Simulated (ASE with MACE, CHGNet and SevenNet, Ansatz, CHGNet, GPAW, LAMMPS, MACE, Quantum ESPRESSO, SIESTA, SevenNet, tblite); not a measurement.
# Machine-learned potentials runs on 48Ga2O3-52ZnO (mol %) with crystalline order left by the classical run (93 atoms)

How do the settings of machine-learned potentials change the result for 48Ga2O3-52ZnO (mol %) with crystalline order left by the classical run (93 atoms)? A plane-wave run serves as the yardstick.

Method: the method is named at each step, in ASE with MACE, CHGNet and SevenNet.

**1. The structure**

The cell holds 93 atoms: 26 Ga, 14 Zn and 53 O. Its edges and angles: a = 10.069 Å, b = 10.069 Å, c = 10.069 Å, α = 90.0°, β = 90.0°, γ = 90.0°. 93 atoms (26 Fe, 14 Zn, 53 O) placed at random at 4.69 g/cm³, melted at 5000 K for 10 ps at fixed volume with the Morse and Coulomb pair potential with partial charges (Pedone, Malavasi, Menziani, Cormack and Segre, J. Phys. Chem. B 110, 11780 (2006)). Quenched from 5000 K to 300 K at 20 K/ps and fixed volume, held 10 ps at zero pressure, then minimised at fixed cell. Then Fe was replaced by Ga and the cell scaled by 1.005 (the potential has no terms for the new elements, so the cell is a start for a DFT relaxation).

The yardstick, on the same geometry:

* method: Kohn-Sham DFT, PBE, SSSP efficiency 1.3.0 pseudopotentials, plane waves (Quantum ESPRESSO 7.5); sssp-pbe-1.3.0-efficiency, cutoffs 60/480 Ry, Γ point
* r.m.s. force component: 0.3637 eV/Å
* longest force: 1.364 eV/Å
* pressure: 4.026 GPa
* gap (highest filled to lowest empty level): 0.8235 eV
* time: 8.5 min on 4 MPI ranks of Arm Neoverse V2, shared host
* CPU time: 34 min

**2. MACE MP-0b3 medium potential**

Method: machine-learned interatomic potential MACE MP-0b3 medium, trained on PBE(+U) plane-wave data.

The input, run.py:

```python
import numpy as np
from ase.io import read
import mlip  # loads the published weights by name

atoms = read("structure.xyz")
atoms.calc = mlip.calc("mace-mp-0b3-medium")
energy = atoms.get_potential_energy()
forces = atoms.get_forces()
print(f"energy {energy:.6f} eV")
print("forces (eV/A)")
for i, (a, f) in enumerate(zip(atoms, forces)):
    print(f"{i:4d} {a.symbol:2s} {f[0]:10.5f} {f[1]:10.5f} {f[2]:10.5f}")
stress = -atoms.get_stress(voigt=False) * 160.21766
print("stress (GPa, compression positive)")
for row in stress:
    print(" ".join(f"{x:10.4f}" for x in row))
```

The input, structure.xyz:

```xyz
93
Lattice="10.06936 0.00000 0.00000 0.00000 10.06936 0.00000 0.00000 0.00000 10.06936" Properties=species:S:1:pos:R:3 pbc="T T T"
Ga 6.19437 2.80563 10.04338
Ga 5.82261 2.15202 5.39909
Ga 3.46910 9.36984 6.90104
Ga 9.34557 1.30942 9.91540
Ga 2.80704 1.13723 4.40867
Ga 6.54508 0.27268 7.87645
Ga 1.52531 9.13512 9.08438
Ga 0.98176 3.82998 7.75794
Ga 6.42395 5.62857 9.46429
Ga 6.13204 7.52916 7.12025
Ga 0.98881 3.53082 2.64099
Ga 0.79125 1.01902 6.74687
Ga 3.09804 6.60560 6.36202
Ga 4.49315 0.09264 10.05617
Ga 8.30783 3.00409 7.73407
Ga 7.02660 0.69992 2.26198
Ga 9.12244 4.22591 0.76376
Ga 3.95665 7.42837 9.26019
Ga 0.81803 8.68684 4.89371
Ga 4.37554 2.85164 2.36388
Ga 3.92916 5.38378 1.22876
Ga 3.13046 3.90067 5.43292
Ga 3.77108 2.01498 7.71746
Ga 5.40503 9.30177 4.69776
Ga 8.53197 8.36633 9.61624
Ga 2.14145 2.19391 0.40972
Zn 0.48242 0.38616 2.21526
Zn 6.00365 4.78133 6.22971
Zn 3.02353 8.66609 2.30659
Zn 8.55946 5.72020 7.39051
Zn 3.73080 4.65406 8.45383
Zn 7.77002 7.30975 4.44905
Zn 6.32245 7.90787 1.67615
Zn 4.86431 6.31903 3.69022
Zn 1.70615 6.08723 3.46527
Zn 10.03643 7.59542 1.81802
Zn 8.93072 3.19098 4.80752
Zn 7.04926 4.03912 2.78055
Zn 0.98962 6.05098 9.98870
Zn 8.17411 0.18246 5.40020
O 3.18182 8.78824 0.33712
O 9.07259 8.65139 4.67621
O 4.27424 5.44611 5.27232
O 3.80058 1.53618 0.99586
O 0.01098 2.10651 8.14219
O 0.49149 5.67862 1.81742
O 2.06523 9.89677 5.61749
O 9.04782 3.64017 2.88266
O 5.93136 9.73294 1.13603
O 9.43570 4.08111 6.51971
O 5.16548 4.70662 2.60947
O 0.29533 9.45845 7.56652
O 5.38590 1.49510 8.89135
O 3.31181 6.73771 2.56587
O 1.00029 0.49733 0.25194
O 5.14121 8.93787 8.43933
[... 33 atom lines left out ...]
O 8.20280 7.93949 1.38272
O 2.64623 7.89901 7.84051
O 4.98826 4.18624 9.90926
O 0.30893 7.86226 9.90503
```

Started as:

```console
> OMP_NUM_THREADS=1 python run.py > output.txt
```

The log of the run:

```text
energy -506.250693 eV
forces (eV/A)
   0 Ga   -0.11624   -0.20347   -0.10251
   1 Ga   -0.19237   -0.19166    0.33891
   2 Ga    0.48355    0.23189    0.43479
   3 Ga   -0.44976   -0.56819   -0.05285
   4 Ga    0.08288   -0.42937   -0.30309
   5 Ga   -0.01722   -0.33287    0.11513
   6 Ga   -0.63997    0.59139   -1.05652
   7 Ga   -0.56779   -0.12059    0.20767
   8 Ga    0.24837   -0.06541    0.45295
   9 Ga   -0.13599    0.69362    0.27520
  10 Ga    0.26668   -0.38945    0.67922
  11 Ga   -0.76508   -0.53068   -0.19882
  12 Ga   -0.48027    0.71966   -0.44915
  13 Ga    0.31212   -0.04302   -0.08467
  14 Ga   -0.07646   -0.28051   -0.08064
  15 Ga   -0.30928   -0.12673   -0.59752
  16 Ga   -0.11108    0.59249   -0.21346
  17 Ga    0.22391    0.38402   -0.24411
  18 Ga    0.03257   -0.70572   -0.20066
  19 Ga   -0.70711    0.10511   -0.06409
  20 Ga   -0.13261    0.09119    0.28034
  21 Ga   -0.51279   -0.35438   -0.11356
  22 Ga   -0.48683   -0.65063   -0.39543
  23 Ga   -0.92713    0.19254   -0.02518
[...]
85 O     0.06696   -0.34738   -0.20814
  86 O     0.10474    0.04218    0.13492
  87 O    -0.14979   -0.11465   -0.39256
  88 O    -0.06751   -0.06938    0.02268
  89 O     0.42123    0.07129   -0.63333
  90 O    -0.04590   -0.62843    0.17016
  91 O     0.69532    0.46893    0.21035
  92 O    -0.15736    0.87794   -0.72236
stress (GPa, compression positive)
    2.3016    -0.2756    -1.9231
   -0.2756     8.9812    -0.5401
   -1.9231    -0.5401     2.9198
```

It took 9.2 s on 1 thread of Arm Neoverse V2, shared host; peak memory 1.2 GiB.

Banners, paths, timers and routine set-up lines are dropped from the logs unmarked, and long logs keep their key lines alone; longer cuts are marked.

Numbers from this run, and their distance from the reference:

```yaml
r_m_s_force_component: 0.3662 eV/Å
r_m_s_difference_of_force_components: 67.1 meV/Å
longest_difference_of_force_vectors: 306 meV/Å
force_difference_over_r_m_s_force: 18.45 %
slope_of_forces_against_the_reference_s: 0.9898
correlation_of_force_components: 0.9831
pressure: 4.734 GPa
pressure_difference: 0.7085 GPa
```

Length of the force difference by element (eV/Å):

```tsv
element	atoms	mean	most
Ga	26	0.100	0.19
O	53	0.11	0.28
Zn	14	0.099	0.31
```

A closer look about Ga7, which bears the longest force: 9 atoms, nearest first, numbered in the order of the input, with positions taken from that point.

```tsv
atom	x	y	z	distance (Å)	bonds	Fx	Fy	Fz (eV/Å)
Ga7	0.00	0.00	0.00	0.00	6	-0.64	0.59	-1.06
O93	-1.22	-1.27	0.82	1.94	4	-0.16	0.88	-0.72
O55	-0.53	1.43	1.24	1.96	4	0.10	0.49	-0.18
O52	-1.23	0.32	-1.52	1.98	2	0.60	0.05	0.41
O68	1.34	1.38	-0.76	2.07	4	0.36	-0.15	0.10
O91	1.12	-1.24	-1.24	2.08	4	-0.05	-0.63	0.17
O41	1.66	-0.35	1.32	2.15	4	-0.32	0.24	-0.35
Ga3	1.94	0.23	-2.18	2.93	6	0.48	0.23	0.43
Ga18	2.43	-1.71	0.18	2.98	6	0.22	0.38	-0.24
```

Atoms are counted from 1 here, from 0 in the log.

Forces lie 18 % from the reference's, at 0.0044 times its CPU time (on 1 against 4 cores).

**3. CHGNet r2SCAN potential**

Method: machine-learned interatomic potential CHGNet r2SCAN, trained on r2SCAN plane-wave data.

Edit run.py of step 2 so:

```diff
@@ -5,3 +5,3 @@
 atoms = read("structure.xyz")
-atoms.calc = mlip.calc("mace-mp-0b3-medium")
+atoms.calc = mlip.calc("chgnet-r2scan")
 energy = atoms.get_potential_energy()
```

structure.xyz is that of step 2.

The log of the run:

```text
CHGNet vr2scan initialized with 412,525 parameters
CHGNet will run on cpu
energy -911.688110 eV
forces (eV/A)
   0 Ga   -0.09093   -0.17099   -0.01964
   1 Ga   -0.13554   -0.21465    0.19072
   2 Ga    0.19590    0.23569    0.33608
   3 Ga   -0.29636   -0.37003   -0.04787
   4 Ga    0.02715   -0.21827   -0.21049
   5 Ga   -0.07107   -0.22587    0.07408
   6 Ga   -0.59381    0.45015   -0.73163
   7 Ga   -0.39187   -0.11476    0.07705
   8 Ga    0.19095   -0.05653    0.23277
   9 Ga   -0.08109    0.42112    0.23735
  10 Ga    0.14259   -0.33195    0.43771
  11 Ga   -0.48746   -0.50039   -0.19497
  12 Ga   -0.32551    0.45799   -0.34729
  13 Ga    0.22924    0.04921   -0.17221
  14 Ga   -0.11447   -0.25413   -0.03590
  15 Ga   -0.18548   -0.00198   -0.39826
  16 Ga   -0.09869    0.25204   -0.26510
  17 Ga    0.23450    0.23782   -0.24423
  18 Ga   -0.02761   -0.44964   -0.19213
  19 Ga   -0.33691    0.23087   -0.05493
  20 Ga   -0.01960    0.03245    0.21979
  21 Ga   -0.28646   -0.23343    0.07745
  22 Ga   -0.31346   -0.54983   -0.41939
  23 Ga   -0.44101    0.06300   -0.05008
[...]
85 O    -0.03762   -0.26269   -0.20197
  86 O     0.04797   -0.05735    0.12745
  87 O    -0.17678   -0.04090   -0.17394
  88 O    -0.05656    0.03038    0.10932
  89 O     0.30586    0.09228   -0.49560
  90 O     0.08029   -0.34162    0.13975
  91 O     0.51810    0.34854    0.12952
  92 O    -0.04018    0.55510   -0.43693
stress (GPa, compression positive)
   -3.2434    -0.1859    -1.2734
   -0.1859     1.2627    -0.2343
   -1.2734    -0.2343    -2.8208
```

Elapsed: 4.9 s, on 1 thread; peak memory 1.6 GiB.

Against the reference:

```yaml
r_m_s_force_component: 0.2604 eV/Å
r_m_s_difference_of_force_components: 143.5 meV/Å
longest_difference_of_force_vectors: 483.6 meV/Å
force_difference_over_r_m_s_force: 39.44 %
slope_of_forces_against_the_reference_s: 0.6785
correlation_of_force_components: 0.9477
pressure: -1.601 GPa
pressure_difference: -5.626 GPa
```

Against the first run (18 %), the force difference from the reference is 39 %, at 0.53 times the CPU time; this potential was trained at another functional than the reference's, which explains only part of so large a difference.

**4. SevenNet l3i5 potential**

Method: machine-learned interatomic potential SevenNet l3i5, trained on PBE(+U) plane-wave data.

Edit run.py of step 3 so:

```diff
@@ -5,3 +5,3 @@
 atoms = read("structure.xyz")
-atoms.calc = mlip.calc("chgnet-r2scan")
+atoms.calc = mlip.calc("7net-l3i5")
 energy = atoms.get_potential_energy()
```

structure.xyz is that of step 3.

The log of the run:

```text
energy -506.093903 eV
forces (eV/A)
   0 Ga   -0.03341   -0.21419    0.03854
   1 Ga   -0.14877   -0.28638    0.34076
   2 Ga    0.50903    0.29042    0.57017
   3 Ga   -0.53315   -0.61792   -0.03156
   4 Ga    0.09817   -0.44297   -0.35235
   5 Ga    0.05094   -0.32175    0.11870
   6 Ga   -0.66892    0.54779   -0.98296
   7 Ga   -0.62149   -0.18960    0.25473
   8 Ga    0.34507   -0.07504    0.38377
   9 Ga   -0.20588    0.75811    0.39388
  10 Ga    0.33967   -0.42262    0.69268
  11 Ga   -0.85448   -0.47077   -0.19710
  12 Ga   -0.48723    0.66268   -0.50717
  13 Ga    0.44041   -0.06874    0.01572
  14 Ga   -0.08127   -0.26875   -0.02132
  15 Ga   -0.21049   -0.07132   -0.62525
  16 Ga   -0.18987    0.67326   -0.35318
  17 Ga    0.28074    0.40671   -0.29248
  18 Ga    0.05348   -0.77429   -0.33091
  19 Ga   -0.55094    0.18072   -0.10974
  20 Ga   -0.16607    0.17104    0.37824
  21 Ga   -0.42659   -0.37009   -0.10503
  22 Ga   -0.46671   -0.71720   -0.51465
  23 Ga   -0.84051    0.22962   -0.19773
[...]
85 O     0.02155   -0.34979   -0.34997
  86 O     0.14586    0.02121    0.12815
  87 O    -0.08281   -0.18183   -0.33126
  88 O    -0.03106   -0.05314    0.01742
  89 O     0.31464    0.06431   -0.57814
  90 O    -0.08701   -0.59033    0.10532
  91 O     0.61326    0.46666    0.09512
  92 O    -0.02719    0.94127   -0.71262
stress (GPa, compression positive)
    2.0382    -0.2237    -2.2095
   -0.2237     9.2393    -0.5788
   -2.2095    -0.5788     2.7212
```

Elapsed: 12 s, on 1 thread; peak memory 1.8 GiB.

Numbers from this run, and their distance from the reference:

| Quantity | Value |
| --- | --- |
| r.m.s. force component | 0.3644 eV/Å |
| r.m.s. difference of force components | 54.12 meV/Å |
| longest difference of force vectors | 254.5 meV/Å |
| force difference over r.m.s. force | 14.88 % |
| slope of forces against the reference's | 0.9909 |
| correlation of force components | 0.9889 |
| pressure | 4.666 GPa |
| pressure difference | 0.6405 GPa |

Against the first run (18 %), the force difference from the reference is 15 %, at 1.3 times the CPU time.

**5. Side by side**

Differences are against the plane-wave reference, forces as r.m.s. over components; share is that over the reference's r.m.s. force, slope the least-squares factor from reference forces to these. Total energies of different programs have different zeros and aren't compared.

```tsv
run	Δ force, r.m.s. (meV/Å)	share (%)	slope	Δ pressure (GPa)	cores	CPU time	memory (GiB)
reference	-	-	-	-	4	34 min	3.7
MACE MP-0b3 medium potential	67.1	18.4	0.990	0.709	1	9.1 s	1.2
CHGNet r2SCAN potential	143	39.4	0.678	-5.63	1	4.8 s	1.6
SevenNet l3i5 potential	54.1	14.9	0.991	0.640	1	12 s	1.8
```

Times of the machine-learned potentials are mostly Python's start and the loading of weights.

CPU time is summed over cores on a shared host, where runs went side by side, so it is rough. Symmetry, cutoffs, thresholds, outputs and thread counts weren't matched or tuned between programs; memory under MPI is the largest rank's times the ranks.

**6. What came out**

```json
{
 "nearest in forces": "SevenNet l3i5 potential, 15 %",
 "its CPU time": "12 s"
}
```

In words: Machine-learned potentials differ by 15 % (SevenNet l3i5 potential) to 39 % (CHGNet r2SCAN potential); they were trained on other programs' data, some at another functional. The reference's pressure holds the uncorrected Pulay stress of its 60 Ry basis, so small pressure differences, and their order, may be the reference's own error. Machine-learned potentials mimic data converged in k, so the reference's own k-point error enters their differences. The quench rate of 20 K/ps is many orders above laboratory rates, so the cell is likely richer in defects and strain than a real sample. The network of bonds at the start is that of the classical potential that made the cell, and needn't be the one that DFT or experiment would give. The reference's stress is far from hydrostatic: its diagonal is 1.4, 8.8, 1.9 GPa, compression counted positive. The reference's pressure of 4.0 GPa belongs to a cell and atoms that aren't relaxed at this level. The electronic-structure runs sample only Γ, in a cell whose shortest periodic width is 10 Å.

[Also dropped from logs without a mark: logging warnings of Python, and SIESTA's first energy breakdown and zero terms.]

[Logs are printed without paths, hosts, clocks, repeated set-up lines and the standing remarks that a program may print on its own settings, such as how far it seeks lower states.]

[Hosts, paths, dates, database ids (printed as entryN), source tags and the programs' standing remarks are cut or masked in the printed files.]
